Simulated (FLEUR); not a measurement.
# Cobalt: which magnetic order is lowest, part 2 of 2

A self-consistent run ends on one state, which hangs on the start. Several orders of Cobalt are started in FLEUR and their energies compared.

FLEUR MaX-R8.1; PBEsol; all-electron FLAPW, Dirac cores, scalar-relativistic bands.

So far, largest spin moment in the muffin-tin sphere (μB): step 2 (run 1 (ferro ++)) 1.67; step 3 (antiferromagnetic, start moments [2.0, -2.0] μB) 0.984.

## 4. Start 3: no spin polarisation

Without spin polarisation no moment can form, so the difference from the other runs is what forming moments gains.

File inp.xml:

```
<?xml version="1.0" encoding="UTF-8" standalone="no"?>
<fleurInput fleurInputVersion="0.39">
   <comment>
      Co
   </comment>
   <calculationSetup>
      <cutoffs Kmax="3.6" Gmax="10.8" GmaxXC="10.8" numbands="0"/>
      <scfLoop itmax="90" minDistance="0.00002" maxIterBroyd="15" imix="Anderson" alpha="0.05" precondParam="0.0" spinf="2.0" sdNocoIR="T"/>
      <coreElectrons ctail="T" frcor="F" kcrel="1" coretail_lmax="0"/>
      <xcFunctional name="PBEs" relativisticCorrections="F"/>
      <magnetism jspins="1"/>
      <soc l_soc="F" theta="0.0" phi="0.0" spav="F"/>
      <expertModes spex="0" secvar="F"/>
      <geometryOptimization l_f="F" forcealpha="1.0" forcemix="BFGS" epsdisp="0.00001" epsforce="0.00001"/>
      <ldaU l_linMix="F" mixParam="0.05" spinf="1.0"/>
   </calculationSetup>
   <cell>
      <bzIntegration valenceElectrons="34.0" mode="hist" fermiSmearingEnergy="0.00183747">
         <kPointListSelection listName="default-1"/>
         <xi:include xmlns:xi="http://www.w3.org/2001/XInclude" href="kpts.xml"> </xi:include>
      </bzIntegration>
      <xi:include xmlns:xi="http://www.w3.org/2001/XInclude" href="sym.xml"> </xi:include>
      <bulkLattice scale="1.0">
         <bravaisMatrix>
            <row-1>    4.7382992847653478     0.0000000000188973     0.0000000000000000</row-1>
            <row-2>   -2.3691496423921228     4.1034875513345304     0.0000000000000000</row-2>
            <row-3>    0.0000000000000000     0.0000000000000000     7.6909963545095392</row-3>
         </bravaisMatrix>
      </bulkLattice>
   </cell>
   <atomSpecies>
      <species name="Cobalt (Co)" element="Co" atomicNumber="27">
         <mtSphere radius="2.3" gridPoints="761" logIncrement="0.016"/>
         <atomicCutoffs lmax="8" lnonsphr="6"/>
         <electronConfig flipSpins="F">
            <coreConfig>(1s1/2) (2s1/2) (2p1/2) (2p3/2)</coreConfig>
            <valenceConfig>(3s1/2) (3p1/2) (3p3/2) (4s1/2) (3d3/2) (3d5/2)</valenceConfig>
            <stateOccupation state="(3d3/2)" spinUp="1.400000" spinDown="1.400000"/>
            <stateOccupation state="(3d5/2)" spinUp="2.100000" spinDown="2.100000"/>
         </electronConfig>
         <energyParameters s="4" p="4" d="3" f="4"/>
         <lo type="SCLO" l="0" n="3" eDeriv="0"/>
         <lo type="SCLO" l="1" n="3" eDeriv="0"/>
      </species>
   </atomSpecies>
   <atomGroups>
      <atomGroup species="Cobalt (Co)">
         <relPos label="                   1">1.000/3.000 -1.000/3.000 1.000/4.000</relPos>
         <relPos label="                   2">-1.000/3.000 1.000/3.000 -1.000/4.000</relPos>
         <force calculate="T" relaxXYZ="TTT"/>
      </atomGroup>
   </atomGroups>
   <output dos="F" band="F" slice="F">
      <bandDOS minEnergy="-.5*Htr" maxEnergy="0.5*Htr" sigma="0.015" storeEVData="T"/>
      <plotting iplot="0" polar="F">
         <plot TwoD="T" vec1="  1.0  0.0  0.0" vec2="  0.0  1.0  0.0" vec3="  0.0  0.0  1.0" zero="  0.0  0.0  0.0" file="plot"/>
      </plotting>
      <moessbauerParams electricFieldGradient="F" isomerShift="T" coreHyperfine="T" valenceHyperfine="T"/>
   </output>
</fleurInput>
```

File crystal.txt:

```
Co
&input film=F cartesian=F /
2.50739999997  0.00000000001  0.00000000000
-1.25369999999  2.17147209742  0.00000000000
0.00000000000  0.00000000000  4.06990000000
1.8897261246
1.0 1.0 1.0

2
27 0.33333333333  0.66666666667  0.25000000000
27 0.66666666667  0.33333333333  0.75000000000

&kpt div1=18 div2=18 div3=10 gamma=T /
```

Launch:

```sh
$ OMP_NUM_THREADS=1 inpgen -f crystal.txt > inpgen.log  # inp.xml is then edited as shown
$ OMP_NUM_THREADS=1 mpirun -n 4 fleur_MPI > fleur.log
```

Output:

```text
[banner, memory and clock lines left out]
Welcome to FLEUR        (www.flapw.de)
      MaX-Release 8.1          (www.max-centre.eu)

 ========== k-point set info ==========
 Selected k-point list: default-1
 k-point list type: mesh
 0 x 0 x 0
 Number of k points: 224

 [... set-up left out ...]
 Iteration:     1   Distance:      10.21695285 me/bohr^3
 [... lines of the core solver left out ...]
 Iteration:     2   Distance:       8.36946725 me/bohr^3
 [... lines of the core solver left out ...]
 Iteration:     3   Distance:       3.18679541 me/bohr^3
[...]
<FermiEnergy value="0.3364076911" units="Htr"/>
         [... left out ...]
         <totalEnergy value="    -2784.4945792344" units="Htr">
            <sumOfEigenvalues value="    -1603.6502756494">
               <coreElectrons value="-1574.0246255313"/>
               <valenceElectrons value="-29.6256501181"/>
            </sumOfEigenvalues>
         [... left out ...]
            <freeEnergy value="-2784.4964434226"/>
            <extrapolationTo0K value="-2784.4955113285"/>
         </totalEnergy>
         <densityConvergence units="me/bohr^3">
            <chargeDensity spin="1" distance="0.0000147544"/>
         </densityConvergence>
      </iteration>
```

The job ended after 8.5 s (4 MPI ranks of Arm Neoverse V1, shared host; peak memory 0.17 GiB).

Numbers from this step:

```yaml
free_energy: -75770.0082 eV
program_s_band_gap_on_this_mesh_in_a_metal_only_a_level_spacing: 0.001231 eV
final_state: non-magnetic (no spin polarisation)
```

It lies 234 meV a seeded atom over the first start.

## 5. Energies of the orders

Free energies are divided by the number of seeded atoms.

Orders:

```
               start        final state  typed order kept  energy over the lowest (meV a seeded atom)  largest sphere moment (μB)  net moment (μB a primitive cell)  mesh matched  CPU time (s)
            ferro ++      ferromagnetic               yes                                           0                       1.665                             3.212           yes         81.22
        antiferro +-  antiferromagnetic               yes                                         225                      0.9841                                 0           yes         179.2
no spin polarisation       non-magnetic                 -                                         234                           0                                 0           yes          33.5
```

## 6. Spin–orbit coupling, moments along [001]

Spin–orbit coupling ties the spins to the lattice and lets orbital moments form.

A new self-consistent run of the start ferro ++, with the moments along z.

File inp.xml:

```
<?xml version="1.0" encoding="UTF-8" standalone="no"?>
<fleurInput fleurInputVersion="0.39">
   <comment>
      Co
   </comment>
   <calculationSetup>
      <cutoffs Kmax="3.6" Gmax="10.8" GmaxXC="10.8" numbands="74"/>
      <scfLoop itmax="90" minDistance="0.00002" maxIterBroyd="15" imix="Anderson" alpha="0.05" precondParam="0.0" spinf="2.0" sdNocoIR="T"/>
      <coreElectrons ctail="T" frcor="F" kcrel="1" coretail_lmax="0"/>
      <xcFunctional name="PBEs" relativisticCorrections="F"/>
      <magnetism jspins="2"/>
      <soc l_soc="T" theta="0.0" phi="0.0" spav="F"/>
      <expertModes spex="0" secvar="F"/>
      <geometryOptimization l_f="F" forcealpha="1.0" forcemix="BFGS" epsdisp="0.00001" epsforce="0.00001"/>
      <ldaU l_linMix="F" mixParam="0.05" spinf="1.0"/>
   </calculationSetup>
   <cell>
      <bzIntegration valenceElectrons="34.0" mode="hist" fermiSmearingEnergy="0.00183747">
         <kPointListSelection listName="default-1"/>
         <xi:include xmlns:xi="http://www.w3.org/2001/XInclude" href="kpts.xml"> </xi:include>
      </bzIntegration>
      <xi:include xmlns:xi="http://www.w3.org/2001/XInclude" href="sym.xml"> </xi:include>
      <bulkLattice scale="1.0">
         <bravaisMatrix>
            <row-1>    4.7382992847653478     0.0000000000188973     0.0000000000000000</row-1>
            <row-2>   -2.3691496423921228     4.1034875513345304     0.0000000000000000</row-2>
            <row-3>    0.0000000000000000     0.0000000000000000     7.6909963545095392</row-3>
         </bravaisMatrix>
      </bulkLattice>
   </cell>
   <atomSpecies>
      <species name="Cobalt (Co2.000" element="Co" atomicNumber="27">
         <mtSphere radius="2.3" gridPoints="761" logIncrement="0.016"/>
         <atomicCutoffs lmax="8" lnonsphr="6"/>
         <electronConfig flipSpins="F">
            <coreConfig>(1s1/2) (2s1/2) (2p1/2) (2p3/2)</coreConfig>
            <valenceConfig>(3s1/2) (3p1/2) (3p3/2) (4s1/2) (3d3/2) (3d5/2)</valenceConfig>
            <stateOccupation state="(3d3/2)" spinUp="1.5" spinDown="1.3"/>
            <stateOccupation state="(3d5/2)" spinUp="3.0" spinDown="1.2"/>
         </electronConfig>
         <energyParameters s="4" p="4" d="3" f="4"/>
         <lo type="SCLO" l="0" n="3" eDeriv="0"/>
         <lo type="SCLO" l="1" n="3" eDeriv="0"/>
      </species>
   </atomSpecies>
   <atomGroups>
      <atomGroup species="Cobalt (Co2.000">
         <relPos label="                   1">1.000/3.000 -1.000/3.000 1.000/4.000</relPos>
         <relPos label="                   2">-1.000/3.000 1.000/3.000 -1.000/4.000</relPos>
         <force calculate="T" relaxXYZ="TTT"/>
      </atomGroup>
   </atomGroups>
   <output dos="F" band="F" slice="F">
      <bandDOS minEnergy="-.5*Htr" maxEnergy="0.5*Htr" sigma="0.015" storeEVData="T"/>
      <plotting iplot="0" polar="F">
         <plot TwoD="T" vec1="  1.0  0.0  0.0" vec2="  0.0  1.0  0.0" vec3="  0.0  0.0  1.0" zero="  0.0  0.0  0.0" file="plot"/>
      </plotting>
      <moessbauerParams electricFieldGradient="F" isomerShift="T" coreHyperfine="T" valenceHyperfine="T"/>
   </output>
</fleurInput>
```

File crystal.txt:

```
Co
&input film=F cartesian=F /
2.50739999997  0.00000000001  0.00000000000
-1.25369999999  2.17147209742  0.00000000000
0.00000000000  0.00000000000  4.06990000000
1.8897261246
1.0 1.0 1.0

2
27 0.33333333333  0.66666666667  0.25000000000 : 2.000
27 0.66666666667  0.33333333333  0.75000000000 : 2.000

&soc 0.0000000 0.0000000 /
&kpt div1=18 div2=18 div3=10 gamma=T /
```

Output:

```text
[banner, memory and clock lines left out]
Welcome to FLEUR        (www.flapw.de)
      MaX-Release 8.1          (www.max-centre.eu)

 ========== k-point set info ==========
 Selected k-point list: default-1
 k-point list type: mesh
 18 x 18 x 10
 Number of k points: 336

 [... set-up left out ...]
 Iteration:     1   Distance:       9.32375154 me/bohr^3
 [... lines of the core solver left out ...]
 Iteration:     2   Distance:       7.57897530 me/bohr^3
 [... lines of the core solver left out ...]
 Iteration:     3   Distance:       4.29140886 me/bohr^3
 [... lines of the core solver left out ...]
 Iteration:     4   Distance:       0.56189893 me/bohr^3
 [... lines of the core solver left out ...]
 Iteration:     5   Distance:       0.37020811 me/bohr^3
 [... lines of the core solver left out ...]
 Iteration:     6   Distance:       0.33674199 me/bohr^3
 [... lines of the core solver left out ...]
 Iteration:     7   Distance:       0.12038663 me/bohr^3
 [... lines of the core solver left out ...]
 Iteration:     8   Distance:       0.07859354 me/bohr^3
 [... lines of the core solver left out ...]
 Iteration:     9   Distance:       0.09247903 me/bohr^3
 [... lines of the core solver left out ...]
 Iteration:    10   Distance:       0.03283158 me/bohr^3
 [... lines of the core solver left out ...]
 Iteration:    11   Distance:       0.02336726 me/bohr^3
 [... lines of the core solver left out ...]
 Iteration:    12   Distance:       0.00357702 me/bohr^3
 [... lines of the core solver left out ...]
 Iteration:    13   Distance:       0.00127996 me/bohr^3
 [... lines of the core solver left out ...]
[... rest left out ...]

--- out.xml (last complete iteration) ---
<iteration numberForCurrentRun="   17" overallNumber="   17">
         [... left out ...]
         <bandgap value="0.0000000000" units="eV"/>
         <sumValenceSingleParticleEnergies value="-29.5849635055" units="Htr"/>
         <FermiEnergy value="0.3401750177" units="Htr"/>
         [... left out ...]
         <magneticMomentsInMTSpheres units="muBohr">
            <globalMagMoment atomType="1" vec="0.00000   0.00000   1.66284"/>
         </magneticMomentsInMTSpheres>
         <orbitalMomentsInMTSpheres units="muBohr">
            <globalMagMoment atomType="1" vec="0.00000   0.00000   0.07841"/>
         </orbitalMomentsInMTSpheres>
         [... left out ...]
         <totalEnergy value="    -2784.5146435127" units="Htr">
            <sumOfEigenvalues value="    -1603.4744668918">
               <coreElectrons value="-1573.8895033863"/>
               <valenceElectrons value="-29.5849635055"/>
            </sumOfEigenvalues>
         [... left out ...]
            <freeEnergy value="-2784.5151749448"/>
            <extrapolationTo0K value="-2784.5149092287"/>
         </totalEnergy>
         <densityConvergence units="me/bohr^3">
            <chargeDensity spin="1" distance="0.0000049711"/>
            <chargeDensity spin="2" distance="0.0000039122"/>
            <overallChargeDensity distance="0.0000075010"/>
            <spinDensity distance="0.0000048752"/>
         </densityConvergence>
      </iteration>
```

Run time: 1.9 min. Hardware: 4 MPI ranks; peak memory 0.4 GiB; 7.6 min of CPU time.

Read from the output:

| Property | Result |
| --- | --- |
| free energy | -75770.5179 eV |
| program's band gap on this mesh (in a metal only a level spacing) | 0 eV |
| magnetization | 3.208 μB |
| final state | ferromagnetic |
| largest moment | 1.663 μB |
| orbital moment along the spin | 0.07841 μB |

Orbital moment in the sphere, along the spin axis by atom:

```
atom  orbital moment in the sphere, along the spin axis (μB)
 Co1                                                  0.0784
 Co2                                                  0.0784
```

Fields along z, the direction of positive moments; semicore shells count as valence. Hyperfine fields at the nuclei:

```
atom  core contact (T)  valence contact (T)  dipolar (T)  orbital (T)  sum (T)  density at the nucleus (e/bohr³)
 Co1             -49.1                21.99       0.1433        5.534   -21.42                             17262
 Co2             -49.1                21.99       0.1433        5.534   -21.42                             17262
```

## 7. Summary of results

| Item | Value |
| --- | --- |
| lowest state found | ferromagnetic (typed ferro ++) |
| largest site spin moment | 1.66 μB |
| next finished state | antiferromagnetic, 225 meV a seeded atom higher |
| energy gained by spin polarisation | 234 meV a seeded atom |
| hyperfine field at Co1, along its moment | -21.4 T |
| orbital moment on the atom of largest spin, along its spin (spin–orbit run) | 0.0784 μB |

The lowest state found is ferromagnetic, reached from the start ferro ++, with moments up to 1.66 μB. The next finished state costs 225 meV a seeded atom. At Co1 the core shells give -49.1 T and the valence and semicore s states 22.0 T along the moment, -16.3 T per μB together; orbital and dipolar parts add 5.7 T. Semilocal functionals tend to give too weak a core polarisation. The orbital moment is parallel to the spin, as Hund's third rule has it for a shell over half filled. Only 3 starts were tried; other patterns of signs, canted and longer-period orders were not.

[Logs and program files are shortened in this print: banners, set-up blocks, solver, clock and traceback lines can be left out without a mark of their own.]

[Logs are printed without paths, hosts, clocks, repeated set-up lines and the standing remarks that a program may print on its own settings, such as how far it seeks lower states.]

[Hosts, paths, dates, database ids (printed as entryN), source tags and the programs' standing remarks are cut or masked in the printed files.]

[Where a cell is said to come from a database of computed structures, the database is the Materials Project.]
